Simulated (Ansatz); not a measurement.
**Au(100) film, 6 layers, flat: channels in plane against thickness**

How does quantum confinement change the conductance of Au(100) film, 6 layers, flat and thicker films?

Main program and level: Ansatz 0.2.0; Ansatz plane-wave DFT, PBE, PAW files; ballistic transport by layer matching (Landauer), zero bias.

## 1. Starting point

The cell holds 6 atoms: 6 Au. Its edges and angles: a = 21.196 Å, b = 2.884 Å, c = 2.884 Å, α = 90.0°, β = 90.0°, γ = 90.0°. It derives from Au. Vacuum lies along a. The structure's axis is c.

Structure file:

```cif
data_structure
_symmetry_space_group_name_H-M 'P 1'
_symmetry_Int_Tables_number 1
_cell_length_a 21.1956
_cell_length_b 2.8838
_cell_length_c 2.8838
_cell_angle_alpha 90.000
_cell_angle_beta 90.000
_cell_angle_gamma 90.000
_cell_volume 176.26
loop_
_atom_site_label
_atom_site_type_symbol
_atom_site_fract_x
_atom_site_fract_y
_atom_site_fract_z
_atom_site_occupancy
Au1 Au 0.21231 0.00000 0.00000 1
Au2 Au 0.30851 0.50000 0.50000 1
Au3 Au 0.40472 0.00000 0.00000 1
Au4 Au 0.50092 0.50000 0.50000 1
Au5 Au 0.59713 0.00000 0.00000 1
Au6 Au 0.69333 0.50000 0.50000 1
```

## 2. With 6 layers

Vacuum lies along the first vector, which takes one k-point, and the current runs in the film's plane. One period is a perfect wire, so its channels are the result. Energies from -0.27 to 0.27 eV in steps of 0.036 eV cover the slope of the Fermi function at 300 K, so the program can form a conductance.

The input, input.yaml:

```yaml
crystal:
  lattice:
    - [21.195625, 0.0, 0.0]
    - [0.0, 2.8837582304, 0.0]
    - [0.0, 0.0, 2.8837582304]
  atoms:
    - { symbol: Au, position: [0.2123079645, 0.0, 0.0] }
    - { symbol: Au, position: [0.3085129596, 0.5, 0.5] }
    - { symbol: Au, position: [0.4047179548, 0.0, 0.0] }
    - { symbol: Au, position: [0.5009229499, 0.5, 0.5] }
    - { symbol: Au, position: [0.597127945, 0.0, 0.0] }
    - { symbol: Au, position: [0.6933329402, 0.5, 0.5] }
kpoints:
  mp_grid: { grid: [1, 14, 14] }
hamiltonian:
  xc: pbe
scf:
  occupations: { method: fermi_dirac, width: 0.1 }
output:
  transmission:
    leads: [[0, 0]]
    kmesh: [1, 42]
    e_range: [-0.27, 0.27]
    de: 0.036
```

On the command line:

```
> ansatz run input.yaml --threads 4 --pin off --max-ram 8192MiB --backend cpu --events-out ev --progress --plain --runs-dir out
```

Numbers of over 12 decimals in the logs are rounded to 6 here.

The program printed:

```text
Engine: ansatz 0.2.0, x86_64-unknown-linux-gnu
Pseudopotentials: kind: paw
Pseudopotential: Au, paw, valence charge 19, recommended cutoff 420 eV (normal), Au.paw.azcp
Functional definition: PBE
  parameter kappa = 0.804
  parameter beta = 0.066725
  exchange = pbe_x(kappa = kappa, mu = beta*pi^2/3)
  correlation = pbe_c(beta = beta)
Crystal: 6 atoms, lattice volume = 176.264 Å³
Basis set: ecut = 420 eV, 3427 PW (Γ)
Bands: 69, of which v1, the nominal top of the filled ones, is band 57 counted from 1 (56 counted from 0)
Symmetry: 16 space group operations
Space group: P4/nmm (ITA 129), of the structure as read, at distance tolerance 5.6e-5 Å
k-points: 36 of 196
Non-local potential: Au, projectors of the file, l = 0: 3, l = 1: 2, l = 2: 2, l = 3: 1
PAW form: soft (Blöchl's): semilocal exchange-correlation on the pseudo side does not see the compensation charge
PAW one-centre angular grid: Au, 590 points (default); XC on 64 Gauss nodes
Initial density: superposition of atomic densities (neutral atoms: chi_scale 0, normalization atom), corrected by the library's trained network
Initial wavefunctions: pseudopotential atomic-orbital guess
Functional: x = pbe(κ = 0.804, μ = 0.219515), c = pbe(β = 0.066725)
SCF iter   1: F=—  HF=-78895.039702 eV  |F-HF|=—  |Δ(HF+E_count)|=         —  Δρ=4.30e-3  dr2=7.64e-1  ethr=1.77e-3  ⟨swp⟩=6.9  Hψ=9993  notcnv=0  defer=62
preconditioner: auto → LDOS  [metal: Δε(μ)=0.048 eV  Ē_g=9.506 eV  σ=0.100 eV  W_gap=0.12  n_scr=52 (ndim 8)  ℏωp=22.7 eV  f_vac=0.378  D(μ)=2.10/eV (n_scr^D=8)  β→1.0]
SCF iter   2: F=—  HF=-78895.005024 eV  |F-HF|=—  |Δ(HF+E_count)|=   3.47e-2  Δρ=2.00e-3  dr2=1.59e-2  ethr=6.70e-4  ⟨swp⟩=1.8  Hψ=3003  notcnv=0  defer=120
SCF iter   3: F=—  HF=-78895.004780 eV  |F-HF|=—  |Δ(HF+E_count)|=   2.44e-4  Δρ=1.28e-3  dr2=7.89e-3  ethr=1.39e-5  ⟨swp⟩=2.4  Hψ=4378  notcnv=0  defer=120
SCF iter   4: F=—  HF=-78895.003286 eV  |F-HF|=—  |Δ(HF+E_count)|=   1.49e-3  Δρ=2.51e-4  dr2=2.18e-4  ethr=6.92e-6  ⟨swp⟩=2.0  Hψ=3508  notcnv=0  defer=120
SCF iter   5: F=—  HF=-78895.003243 eV  |F-HF|=—  |Δ(HF+E_count)|=   4.33e-5  Δρ=6.51e-5  dr2=1.03e-5  ethr=1.91e-7  ⟨swp⟩=3.0  Hψ=4473  notcnv=0  defer=120
SCF iter   6: F=—  HF=-78895.003244 eV  |F-HF|=—  |Δ(HF+E_count)|=   1.34e-6  Δρ=1.75e-5  dr2=1.14e-6  ethr=9.03e-9  ⟨swp⟩=2.3  Hψ=3952  notcnv=0  defer=118
SCF iter   7: F=—  HF=-78895.003244 eV  |F-HF|=—  |Δ(HF+E_count)|=   7.90e-8  Δρ=6.42e-6  dr2=1.68e-7  ethr=9.99e-10  ⟨swp⟩=2.0  Hψ=3514  notcnv=0  defer=118
SCF iter   8: F=-78895.003244 eV  HF=-78895.003244 eV  |F-HF|=1.16e-10  |Δ(HF+E_count)|=   2.20e-9  Δρ=1.81e-6  dr2=6.62e-9  ethr=8.77e-11  ⟨swp⟩=11.7  Hψ=8208  notcnv=0
SCF 1 converged in 8 iterations: F = -78895.003244 eV  dr2 = 6.62e-9
  greatest PAW one-centre occupation: 1.000 electrons in one spin orbital (limit 2), on the Au atom at site 3 (counted from 0), in its partial waves of l = 0
transmission: 12 of 88 steps passed
transmission: 20 of 88 steps passed
[...]
transmission: 88 of 88 steps passed
SCF converged after 8 iterations
Free energy (F): -78895.003244 eV
Harris-Foulkes:  -78895.003244 eV  (|F-HF|=1.16e-10)
Internal energy: -78894.941005 eV  (E = F + TS)
E sigma→0 (E₀):  -78894.972125 eV
Entropy (-TS):   -0.062239 eV (-10.373 meV/atom)
Fermi energy:    9.806850 eV
--- Per-component energies (eV) ---
  E_band       = -2451.877526
  E_kinetic    = 3629.556294
  E_local      = -101760.519360  (includes V_loc(G=0)·N_el)
  E_nonlocal   = 446.204519
  E_hartree    = 49526.676552
  E_xc         = -1366.897144
  E_vxc        = -1649.683053  (∫ρ·V_xc dr)
  E_paw        = -58241.159136  (= ΣΔE_a)
  E_vpaw       = -2170.807155  (= ΣTr[D̂ρ^β])
  E_aug_tail   = 0.008871  (compensation charges beyond the density's cutoff)
  E_ewald      = 28871.188398
  E_smearing   = -0.062239  (= −TS)
  E_closure    = -0.000000  (closes the sum)
  Σ components = -78895.003244   (vs F -78895.003244, Δ=0.00e0)
--- Band table (eV; the first three rows and the last of 36) ---
  k-point 0: bands = [... 53 lower, 7.7681, 7.8719, 7.9184, 7.9447, 8.1057, 8.1057, 10.0170, 11.0748, ... 8 higher]
  k-point 1: bands = [... 53 lower, 7.6830, 7.8358, 7.8770, 7.8848, 8.1203, 8.4165, 10.2892, 11.4313, ... 8 higher]
  k-point 2: bands = [... 53 lower, 7.7176, 7.7192, 7.7501, 7.9863, 8.0930, 9.0325, 10.9193, 12.2751, ... 8 higher]
  k-point 35: bands = [... 53 lower, 8.7030, 11.5402, 11.5402, 13.1244, 13.1244, 14.7886, 14.7886, 14.9507, ... 8 higher]
--- Transmission ---
  basis      : 527 plane waves across, 4 finite elements along
  points     : 22, standing for a mesh of 1 x 42
  filling    : by the input's occupations and mesh, since the crystals that have channels conduct as metals do. If one of these is a semiconductor, that mesh has misplaced its level
  energies   : 16 from -0.270000 to 0.270000 eV about the Fermi level, 0.036000 eV apart; the leads are filled to 0.000000 eV, and channels, transmission and decay are at 0.018000 eV
  crystal 0  : Au6, at the sites [0, 0], period 2.8838 Å: whole cells are its period
    offset         : up to 0.0000 Å between an atom of the period and one for which it stands
    filled         : 11.9 meV over the level at which it is neutral
    channels       : 3.976190e0 a spin
    conductance    : 5.0728e14 S/m² at 300 K; may be off by some 0.0 % by where its bands' edges are placed, 5.1 % from the k-mesh, 0.1 % from the distance to neutral
```

Wall time 7.3 min (4 threads of Intel Xeon Platinum 8488C (Sapphire Rapids), shared host); peak memory 2.4 GiB; 28 min of CPU time.

Reading the cycles: dr2 is the Hartree energy of the density residual (eV), the measure of convergence; HF is the Harris–Foulkes estimate of the energy, which meets the free energy F at convergence.

This step gave:

| Property | Result |
| --- | --- |
| free energy | -78895.0032 eV |
| energy at zero smearing | -78894.9721 eV |
| Fermi energy | 9.807 eV |
| cell area | 61.12 Å² |
| estimated errors of the lead's conductance | 0, 5.1, 0.1 % (band edges, k-mesh, distance from neutral) |
| lead conductance per cell | 4.002 G₀ |

Per spin. The open channels, zone mean, lead by energy, zero at the Fermi level:

```csv
energy (eV),"open channels, zone mean, lead"
-0.270,3.93
-0.234,3.93
-0.198,3.88
-0.162,3.93
-0.126,3.93
-0.090,3.98
-0.054,3.88
-0.018,4.02
0.018,3.98
0.054,4.07
0.090,3.98
0.126,3.88
0.162,4.12
0.198,4.02
0.234,3.95
0.270,4.19
```

The program's largest error estimate for it is 5.1 %, from the k-mesh.

## 3. With 7 layers, thickness 14.274 A

The film grows to 7 layers.

System of this step: Au(100) film, 7 layers, flat. The cell holds 7 atoms: 7 Au. Its edges and angles: a = 23.235 Å, b = 2.884 Å, c = 2.884 Å, α = 90.0°, β = 90.0°, γ = 90.0°. It derives from Au. Vacuum lies along a. The structure's axis is c.

input.yaml, the sections that differ from step 2:

```yaml
crystal:
  lattice:
    - [23.23475, 0.0, 0.0]
    - [0.0, 2.8837582304, 0.0]
    - [0.0, 0.0, 2.8837582304]
  atoms:
    - { symbol: Au, position: [0.1936754215, 0.0, 0.0] }
    - { symbol: Au, position: [0.2814372868, 0.5, 0.5] }
    - { symbol: Au, position: [0.3691991521, 0.0, 0.0] }
    - { symbol: Au, position: [0.4569610174, 0.5, 0.5] }
    - { symbol: Au, position: [0.5447228828, 0.0, 0.0] }
    - { symbol: Au, position: [0.6324847481, 0.5, 0.5] }
    - { symbol: Au, position: [0.7202466134, 0.0, 0.0] }
# kpoints, hamiltonian, scf, output: as in step 2
```

The program printed:

```text
[...]
Crystal: 7 atoms, lattice volume = 193.222 Å³
Basis set: ecut = 420 eV, 3769 PW (Γ)
Bands: 80, of which v1, the nominal top of the filled ones, is band 67 counted from 1 (66 counted from 0)
Symmetry: 16 space group operations
[...]
k-points: 36 of 196
[...]
k-point 35: bands = [... 63 lower, 12.3557, 12.3557, 13.6835, 13.6835, 15.2494, 15.2494, 15.6864, 15.6887, ... 9 higher]
--- Transmission ---
  basis      : 577 plane waves across, 4 finite elements along
  points     : 22, standing for a mesh of 1 x 42
[...]
crystal 0  : Au7, at the sites [0, 0], period 2.8838 Å: whole cells are its period
[...]
filled         : 11.3 meV over the level at which it is neutral
    channels       : 4.523810e0 a spin
[...]
[key lines of the parts left out:]
SCF converged after 7 iterations
Free energy (F): -92044.311485 eV
Fermi energy:    10.768422 eV
```

Elapsed: 11 min, on 4 threads; peak memory 2.8 GiB.

Numbers from this step:

```
free energy                                : -92044.3115 eV
energy at zero smearing                    : -92044.2782 eV
Fermi energy                               : 10.77 eV
cell area                                  : 67.00 Å²
estimated errors of the lead's conductance : 0, 5, 0.1 % (band edges, k-mesh, distance from neutral)
lead conductance per cell                  : 4.543 G₀
```

Per spin. Open channels, zone mean, lead against energy, zero at the Fermi level:

```csv
energy (eV),"open channels, zone mean, lead"
-0.270,4.67
-0.234,4.52
-0.198,4.52
-0.162,4.57
-0.126,4.48
-0.090,4.52
-0.054,4.52
-0.018,4.62
0.018,4.52
0.054,4.43
0.090,4.62
0.126,4.57
0.162,4.76
0.198,4.71
0.234,4.81
0.270,4.81
```

The lead conductance per cell is 4.54 G₀, 14 % over the 4.00 G₀ of the last finished run.

## 4. With 8 layers, thickness 16.313 A

The film grows to 8 layers.

System of this step: Au(100) film, 8 layers, flat. The cell holds 8 atoms: 8 Au. Its edges and angles: a = 25.274 Å, b = 2.884 Å, c = 2.884 Å, α = 90.0°, β = 90.0°, γ = 90.0°. It derives from Au. Vacuum lies along a. The structure's axis is c.

input.yaml, the sections that differ from step 3:

```yaml
crystal:
  lattice:
    - [25.273875, 0.0, 0.0]
    - [0.0, 2.8837582304, 0.0]
    - [0.0, 0.0, 2.8837582304]
  atoms:
    - { symbol: Au, position: [0.1780494681, 0.0, 0.0] }
    - { symbol: Au, position: [0.2587306062, 0.5, 0.5] }
    - { symbol: Au, position: [0.3394117443, 0.0, 0.0] }
    - { symbol: Au, position: [0.4200928825, 0.5, 0.5] }
    - { symbol: Au, position: [0.5007740206, 0.0, 0.0] }
    - { symbol: Au, position: [0.5814551587, 0.5, 0.5] }
    - { symbol: Au, position: [0.6621362969, 0.0, 0.0] }
    - { symbol: Au, position: [0.742817435, 0.5, 0.5] }
# kpoints, hamiltonian, scf, output: as in step 3
```

The program printed:

```text
[...]
Crystal: 8 atoms, lattice volume = 210.179 Å³
Basis set: ecut = 420 eV, 4097 PW (Γ)
Bands: 92, of which v1, the nominal top of the filled ones, is band 76 counted from 1 (75 counted from 0)
Symmetry: 16 space group operations
[...]
k-points: 36 of 196
[...]
k-point 35: bands = [... 72 lower, 13.0589, 13.0589, 14.1898, 14.1898, 15.5507, 15.5507, 16.4567, 16.4567, ... 12 higher]
--- Transmission ---
  basis      : 633 plane waves across, 4 finite elements along
  points     : 22, standing for a mesh of 1 x 42
[...]
crystal 0  : Au8, at the sites [0, 0], period 2.8838 Å: whole cells are its period
[...]
filled         : 10.9 meV over the level at which it is neutral
    channels       : 5.261905e0 a spin
[...]
[key lines of the parts left out:]
SCF converged after 7 iterations
Free energy (F): -105193.608902 eV
Fermi energy:    11.572533 eV
```

Wall time 14 min (4 threads); peak memory 3.3 GiB; 52 min of CPU time.

This step gave:

```yaml
free_energy: -105193.6089 eV
energy_at_zero_smearing: -105193.5675 eV
fermi_energy: 11.57 eV
cell_area: 72.88 Å²
estimated_errors_of_the_lead_s_conductance: 0, 4.4, 0 % (band edges, k-mesh, distance from neutral)
lead_conductance_per_cell: 5.238 G₀
```

Per spin. Open channels, zone mean, lead against energy, zero at the Fermi level:

| energy (eV) | open channels, zone mean, lead |
| --- | --- |
| -0.270 | 5.17 |
| -0.234 | 5.21 |
| -0.198 | 5.12 |
| -0.162 | 5.26 |
| -0.126 | 5.36 |
| -0.090 | 5.36 |
| -0.054 | 5.26 |
| -0.018 | 5.17 |
| 0.018 | 5.26 |
| 0.054 | 5.17 |
| 0.090 | 5.31 |
| 0.126 | 5.31 |
| 0.162 | 5.40 |
| 0.198 | 5.40 |
| 0.234 | 5.31 |
| 0.270 | 5.45 |

The lead conductance per cell is 5.24 G₀, 15 % over the 4.54 G₀ of the last finished run.

## 5. With 10 layers, thickness 20.391 A

The film grows to 10 layers.

System of this step: Au(100) film, 10 layers, flat. The cell holds 10 atoms: 10 Au. Cell: a = 29.352 Å, b = 2.884 Å, c = 2.884 Å, α = 90.0°, β = 90.0°, γ = 90.0°. It derives from Au. Vacuum lies along a. The structure's axis is c.

input.yaml, the sections that differ from step 4:

```yaml
crystal:
  lattice:
    - [29.352125, 0.0, 0.0]
    - [0.0, 2.8837582304, 0.0]
    - [0.0, 0.0, 2.8837582304]
  atoms:
    - { symbol: Au, position: [0.1533108761, 0.0, 0.0] }
    - { symbol: Au, position: [0.2227819962, 0.5, 0.5] }
    - { symbol: Au, position: [0.2922531163, 0.0, 0.0] }
    - { symbol: Au, position: [0.3617242363, 0.5, 0.5] }
    - { symbol: Au, position: [0.4311953564, 0.0, 0.0] }
    - { symbol: Au, position: [0.5006664764, 0.5, 0.5] }
    - { symbol: Au, position: [0.5701375965, 0.0, 0.0] }
    - { symbol: Au, position: [0.6396087166, 0.5, 0.5] }
    - { symbol: Au, position: [0.7090798366, 0.0, 0.0] }
    - { symbol: Au, position: [0.7785509567, 0.5, 0.5] }
# kpoints, hamiltonian, scf, output: as in step 4
```

The program printed:

```text
[...]
Crystal: 10 atoms, lattice volume = 244.094 Å³
Basis set: ecut = 420 eV, 4759 PW (Γ)
Bands: 114, of which v1, the nominal top of the filled ones, is band 95 counted from 1 (94 counted from 0)
Symmetry: 16 space group operations
[...]
k-points: 36 of 196
[...]
k-point 35: bands = [... 91 lower, 14.1944, 15.0459, 15.0459, 16.1068, 16.1068, 17.2563, 17.2563, 17.6878, ... 15 higher]
--- Transmission ---
  basis      : 731 plane waves across, 4 finite elements along
  points     : 22, standing for a mesh of 1 x 42
[...]
crystal 0  : Au10, at the sites [0, 0], period 2.8838 Å: whole cells are its period
[...]
filled         : 11.9 meV under the level at which it is neutral
    channels       : 6.595238e0 a spin
[...]
[key lines of the parts left out:]
SCF converged after 7 iterations
Free energy (F): -131492.213144 eV
Fermi energy:    12.839036 eV
```

Run time: 21 min. Hardware: 4 threads; peak memory 4.5 GiB.

This step gave:

| Quantity | Value |
| --- | --- |
| free energy | -131492.2131 eV |
| energy at zero smearing | -131492.1604 eV |
| Fermi energy | 12.84 eV |
| cell area | 84.64 Å² |
| estimated errors of the lead's conductance | 0, 3.7, 0.1 % (band edges, k-mesh, distance from neutral) |
| lead conductance per cell | 6.560 G₀ |

Per spin. Table of open channels, zone mean, lead by energy, zero at the Fermi level:

```
energy (eV)  open channels, zone mean, lead
     -0.270                            6.55
     -0.234                             6.5
     -0.198                            6.45
     -0.162                            6.40
     -0.126                            6.60
     -0.090                            6.40
     -0.054                            6.60
     -0.018                             6.5
      0.018                            6.60
      0.054                            6.55
      0.090                            6.55
      0.126                            6.60
      0.162                            6.83
      0.198                            6.74
      0.234                            6.83
      0.270                            6.93
```

The lead conductance per cell is 6.56 G₀, 25 % over the 5.24 G₀ of the last finished run.

## 6. The ladder

Times are for 4 threads of Intel Xeon Platinum 8488C (Sapphire Rapids), shared host. Results by setting:

```
no.  layers  lead conductance per cell (G₀)     time  memory (GiB)
  1       6                           4.002  7.3 min           2.4
  2       7                           4.543   11 min           2.8
  3       8                           5.238   14 min           3.3
  4      10                           6.560   21 min           4.5
```

The runs together. Table of open channels, zone mean by energy, zero at the Fermi level:

```
energy (eV)     6     7     8    10
     -0.270  3.93  4.67  5.17  6.55
     -0.234  3.93  4.52  5.21   6.5
     -0.198  3.88  4.52  5.12  6.45
     -0.162  3.93  4.57  5.26  6.40
     -0.126  3.93  4.48  5.36  6.60
     -0.090  3.98  4.52  5.36  6.40
     -0.054  3.88  4.52  5.26  6.60
     -0.018  4.02  4.62  5.17   6.5
      0.018  3.98  4.52  5.26  6.60
      0.054  4.07  4.43  5.17  6.55
      0.090  3.98  4.62  5.31  6.55
      0.126  3.88  4.57  5.31  6.60
      0.162  4.12  4.76  5.40  6.83
      0.198  4.02  4.71  5.40  6.74
      0.234  3.95  4.81  5.31  6.83
      0.270  4.19  4.81  5.45  6.93
```

## 7. What came out

```yaml
conductance_per_cell_6_layers: 4.00 G₀
conductance_per_cell_7_layers: 4.54 G₀
conductance_per_cell_8_layers: 5.24 G₀
conductance_per_cell_10_layers: 6.56 G₀
```

In words: The conductance per cell width goes from 4.00 G0 at 6 to 6.56 G0 at 10 layers. Over the film's own cross-section (layers × spacing × width) the conductance runs from 0.88 to 0.86×10¹⁵ S/m²; that nominal section leaves out the charge that spills into the vacuum, which flatters the thinnest films. The gains from one thickness to the next are 0.54, 0.69 and 0.66 G0 per added layer; their spread isn't beyond the error estimates. The film repeats perfectly along the current, so nothing scatters; its faces are clean and not relaxed. Spin-orbit coupling is left out, which matters for Au.

[Logs are printed without paths, hosts, clocks, repeated set-up lines and the standing remarks that a program may print on its own settings, such as how far it seeks lower states.]

[Hosts, paths, dates, database ids (printed as entryN), source tags and the programs' standing remarks are cut or masked in the printed files.]
